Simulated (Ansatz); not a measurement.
**C (Fd-3m, 2 atoms in the cell): the dielectric response against the k mesh**

Aim: how dense a k mesh do ε∞ and the zone-centre modes of C (Fd-3m, 2 atoms in the cell) need?

Method: DFT LDA, scalar-relativistic, plane waves, PAW; PAW set soft_1, in Ansatz 0.2.0.

This is a report of a sequence of runs, with most program output left out.

### Step 1. Starting point

It takes space group Fd-3m (No. 227, cubic). The conventional cell has a = 3.567 Å, b = 3.567 Å, c = 3.567 Å, α = 90.00°, β = 90.00°, γ = 90.00°. C has 4 C at 1.54 Å nearest.

### Step 2. A rough relaxation first

A rough relaxation comes first, because large forces or stress need no tight tolerances yet.

Input file input.yaml:

```yaml
crystal:
  lattice:
    - [0.0, 1.78337, 1.78337]
    - [1.78337, 0.0, 1.78337]
    - [1.78337, 1.78337, 0.0]
  atoms:
    - { symbol: C, position: [0.5, 0.5, 0.5] }
    - { symbol: C, position: [0.75, 0.75, 0.75] }
kpoints:
  mp_grid: { grid: [10, 10, 10] }
hamiltonian:
  xc: lda
  pseudopotentials: { kind: paw, azcp: { folder: soft_1 }, xc_functional: pbe }
scf:
  occupations: { method: gaussian, width: 0.1 }
output:
  forces: true
  stress: true
  eigenvalues: true
relax:
  adjacent_minimum: "off"
  f_tol: 0.05
  max_steps: 80
  cell: { stress_tol: 0.5 }
```

Started as:

```sh
$ ansatz run input.yaml --threads 4 --pin off --max-ram 10240MiB --backend cpu --events-out ev --progress --plain --runs-dir out
```

Wall time 0.76 s (4 threads of AMD EPYC 7B13 (Zen 3), shared host); peak memory 0.28 GiB.

The steps of the relaxation:

| step | energy less that of the first step (eV) | largest force component (eV/Å) | pressure (GPa) | volume (Å³) |
| --- | --- | --- | --- | --- |
| 1 | 0.0000 | 0.0000 | -13.21 | 11.34 |
| 2 | -0.0128 | 0.0000 | -5.19 | 11.14 |
| 3 | -0.0155 | 0.0000 | 0.20 | 11.01 |
| 4* | -0.0141 | 0.0000 | -0.01 | 11.01 |

Relaxation steps marked * repeat the geometry before them on a plane-wave basis chosen anew for their cell, so energy and pressure can jump there.

The run keeps the 48 symmetry operations that it works with, so distortions that break them were not tested.

| conventional cell, symmetrised | before | after | change |
| --- | --- | --- | --- |
| a (Å) | 3.567 | 3.531 | -1.0 % |
| b (Å) | 3.567 | 3.531 | -1.0 % |
| c (Å) | 3.567 | 3.531 | -1.0 % |
| volume (Å³/atom) | 5.67 | 5.51 | -2.9 % |

Final coordinates:

```
C
1.0
     0.00000    1.76575    1.76575
     1.76575    0.00000    1.76575
     1.76575    1.76575    0.00000
C
2
Direct
  0.50000 0.50000 0.50000
  0.75000 0.75000 0.75000
```

Numbers from this step:

```yaml
pressure: -0.01498 GPa
gap_on_the_k_mesh: 4.211 eV
volume_per_atom: 5.505 Å³
```

In this step the volume went from 5.67 to 5.51 Å³/atom.

### Step 3. Bringing the structure to rest

Harmonic phonons are second derivatives at a point where the forces vanish, and they are wanted at zero stress, so atoms and cell are relaxed first.

input.yaml, the sections that differ from step 2:

```yaml
crystal:
  lattice:
    - [0.0, 1.7657494264, 1.7657494264]
    - [1.7657494264, 0.0, 1.7657494264]
    - [1.7657494264, 1.7657494264, 0.0]
  atoms:
    - { symbol: C, position: [0.5, 0.5, 0.5] }
    - { symbol: C, position: [0.75, 0.75, 0.75] }
kpoints:
  mp_grid: { grid: [12, 12, 12] }
scf:
  occupations: { method: gaussian, width: 0.02 }
relax:
  adjacent_minimum: "off"
  f_tol: 0.005
  max_steps: 80
  cell: { stress_tol: 0.05 }
# hamiltonian, output: as in step 2
```

It took 0.66 s on 4 threads; peak memory 0.31 GiB.

Little changed from the start: no atom moved by 0.005 Å and no cell edge by 0.1 %.

This step gave:

```yaml
pressure: -0.02143 GPa
gap_on_the_k_mesh: 4.202 eV
```

In this step the volume went from 5.51 to 5.51 Å³/atom.

### Step 4. Tight relaxation

Phonons need small forces and stress, so the relaxation is finished with tight tolerances on 12×12×12 k points.

input.yaml, the sections that differ from step 3:

```yaml
scf:
  occupations: { method: fixed }
output:
  forces: true
  stress: true
  eigenvalues: true
  write_density: true
  write_potential: true
  elf: true
  volumetric_format: npy
relax:
  adjacent_minimum: "off"
  f_tol: 0.001
  max_steps: 60
  cell: { stress_tol: 0.01 }
# crystal, kpoints, hamiltonian: as in step 3
```

The job ended after 0.68 s (4 threads; peak memory 0.31 GiB; 1.8 s of CPU time).

Little changed from the start: no atom moved by 0.005 Å and no cell edge by 0.1 %.

Numbers from this step:

- pressure: -0.008562 GPa

ELF in the ac plane of a cell with a along [110], b along [-110] and c along [001] of the cube at fractional y = 0.000, with atoms of C within 0.2 Å of it. It is the smooth field of the valence electrons, not physical close to the nuclei.

Ten even steps from '_' (0.03) to '@' (0.90), each cell a mean:
```
::++==::--++--::++==::--++--
**==..____--++**==..____--++
::..________::::..________::
______....__________....____
__..--++==::____..--++==::__
..--++======::..--++======::
++##++..::##**++##++..::##**
**@@%%++##@@%%**@@%%++##@@%%
..**%%**##%%--..**%%**##%%--
```
Columns run along a (5.0 Å), rows up along c (3.5 Å), edges of the conventional cell, whose origin can differ from the input's. Atoms in or near the plane, at fractional coordinates: C at (0.00, 0.00), C at (0.50, 0.00), C at (0.25, 0.25), C at (0.75, 0.25).

Valence density in the ac plane of a cell with a along [110], b along [-110] and c along [001] of the cube at fractional y = 0.000, with atoms of C within 0.2 Å of it. It is the smooth field of the valence electrons, not physical close to the nuclei.

Ten even steps from '0' (0.1 e/Å³) to '9' (1.8 e/Å³), each cell a mean:
```
96211489621148
52000145200014
10000011000001
00000000000000
00232100023210
01587310158731
24899632489963
78999987899998
99645799964579
```
Columns run along a (5.0 Å), rows up along c (3.5 Å), edges of the conventional cell, whose origin can differ from the input's. Atoms in or near the plane, at fractional coordinates: C at (0.00, 0.00), C at (0.50, 0.00), C at (0.25, 0.25), C at (0.75, 0.25).

Electrostatic potential energy in the ac plane of a cell with a along [110], b along [-110] and c along [001] of the cube at fractional y = 0.000, with atoms of C within 0.2 Å of it. With pseudopotentials it is smooth inside the atoms' cores, unlike the true potential.

Ten even steps from '0' (-49 eV) to '9' (15 eV), each cell a mean:
```
14899721489972
78999977899997
99999999999999
99999999999999
99988999998899
99624899962489
98301699830169
46523654652365
03888610388861
```
Columns run along a (5.0 Å; values clipped at the 3rd and 97th percentile), rows up along c (3.5 Å), edges of the conventional cell, whose origin can differ from the input's. Atoms in or near the plane, at fractional coordinates: C at (0.00, 0.00), C at (0.50, 0.00), C at (0.25, 0.25), C at (0.75, 0.25).

The forces vanish by symmetry and the pressure is -0.009 GPa, within the tolerances set. The cell now holds 5.51 Å³/atom.

### Step 5. Response on one mesh, 4×4×4

Phonons follow from the second derivative of the energy, found here by linear response.

The response is solved on 4×4×4 k points.

input.yaml, the sections that differ from step 4:

```yaml
crystal:
  lattice:
    - [0.0, 1.765733282, 1.765733282]
    - [1.765733282, 0.0, 1.765733282]
    - [1.765733282, 1.765733282, 0.0]
  atoms:
    - { symbol: C, position: [0.5, 0.5, 0.5] }
    - { symbol: C, position: [0.75, 0.75, 0.75] }
kpoints:
  mp_grid: { grid: [4, 4, 4] }
output:
  eigenvalues: true
phonons:
  method: dfpt
  dielectric: true
  rigid_motions: translations
  field_mesh: kpoints
# hamiltonian, scf: as in step 4
# relax: removed
```

Elapsed: 0.77 s, on 4 threads; peak memory 0.33 GiB.

A gap read on the k-mesh alone can miss the band edges.

This step gave:

| Quantity | Value |
| --- | --- |
| gap on the k-mesh | 4.478 eV |
| sum-rule residual before enforcement | 1.87e-4 eV/Å² |
| miss of the charge sum rule | 2.22e-5 e |
| point group | m-3m |
| highest optical mode at the zone centre (no LO-TO term) | 1351 cm⁻¹ |
| lowest optical zone-centre mode | 1351 cm⁻¹ |
| mean high-frequency dielectric constant | 5.315 |
| largest Born charge (third of the trace) | 0 e |
| mean static dielectric constant | 5.315 |
| top of the zone-centre spectrum with the field | 1351 cm⁻¹ |

The optical mode lies at 1351.1 cm⁻¹.

### Step 6. Response on one mesh, 20×20×20

The response is solved on 20×20×20 k points.

Changes to input.yaml since step 5:

```diff
@@ -9,3 +9,3 @@
 kpoints:
-  mp_grid: { grid: [4, 4, 4] }
+  mp_grid: { grid: [20, 20, 20] }
 hamiltonian:
```

The job ended after 9 s (4 threads; peak memory 0.7 GiB; 32 s of CPU time).

Numbers from this step:

- gap on the k-mesh: 4.181 eV
- sum-rule residual before enforcement: 1.62e-5 eV/Å²
- miss of the charge sum rule: 2.28e-5 e
- highest optical mode at the zone centre (no LO-TO term): 1323 cm⁻¹
- lowest optical zone-centre mode: 1323 cm⁻¹
- mean high-frequency dielectric constant: 5.764
- mean static dielectric constant: 5.764
- top of the zone-centre spectrum with the field: 1323 cm⁻¹

The optical mode lies at 1322.6 cm⁻¹.

For the mean high-frequency dielectric constant, step 5 gave 5.32; this run, with k-mesh 20×20×20 and k divisions 20, gives 5.76 (+8 %).

### Step 7. The series together

The members are set side by side, also those not shown above.

One cell throughout; the field response is solved on the k mesh of the run itself. The response against the k mesh:

| k divisions along a1 | ε∞ | mode 4 T2g (cm⁻¹) |
| --- | --- | --- |
| 4 | 5.315 | 1351 |
| 6 | 5.64 | 1326 |
| 8 | 5.731 | 1323 |
| 10 | 5.755 | 1323 |
| 12 | 5.762 | 1323 |
| 14 | 5.763 | 1323 |
| 16 | 5.764 | 1323 |
| 20 | 5.764 | 1323 |

### Step 8. Results

| Quantity | Value |
| --- | --- |
| members | 8 |
| optical mode, 4 k divisions | 1351 cm⁻¹ |
| optical mode, 20 k divisions | 1323 cm⁻¹ |

In words: ε∞ goes from 5.32 at 4 divisions to 5.76 at 20; from 8 divisions on it stays within 1 % of the last value. The highest mode without the field stays within 1 cm⁻¹ of its last value from 8 divisions on. These are harmonic frequencies at zero temperature: anharmonic shifts, linewidths and thermal expansion are left out. The PAW files were made for PBE; the program adapts parts of them to the functional of the run, but their partial waves stay those of PBE, an approximation that was not tested in this session. Only the zone centre was solved, so an instability at another wavevector cannot show here.

[Logs are printed without paths, hosts, clocks, repeated set-up lines and the standing remarks that a program may print on its own settings, such as how far it seeks lower states.]

[Hosts, paths, dates, database ids (printed as entryN), source tags and the programs' standing remarks are cut or masked in the printed files.]
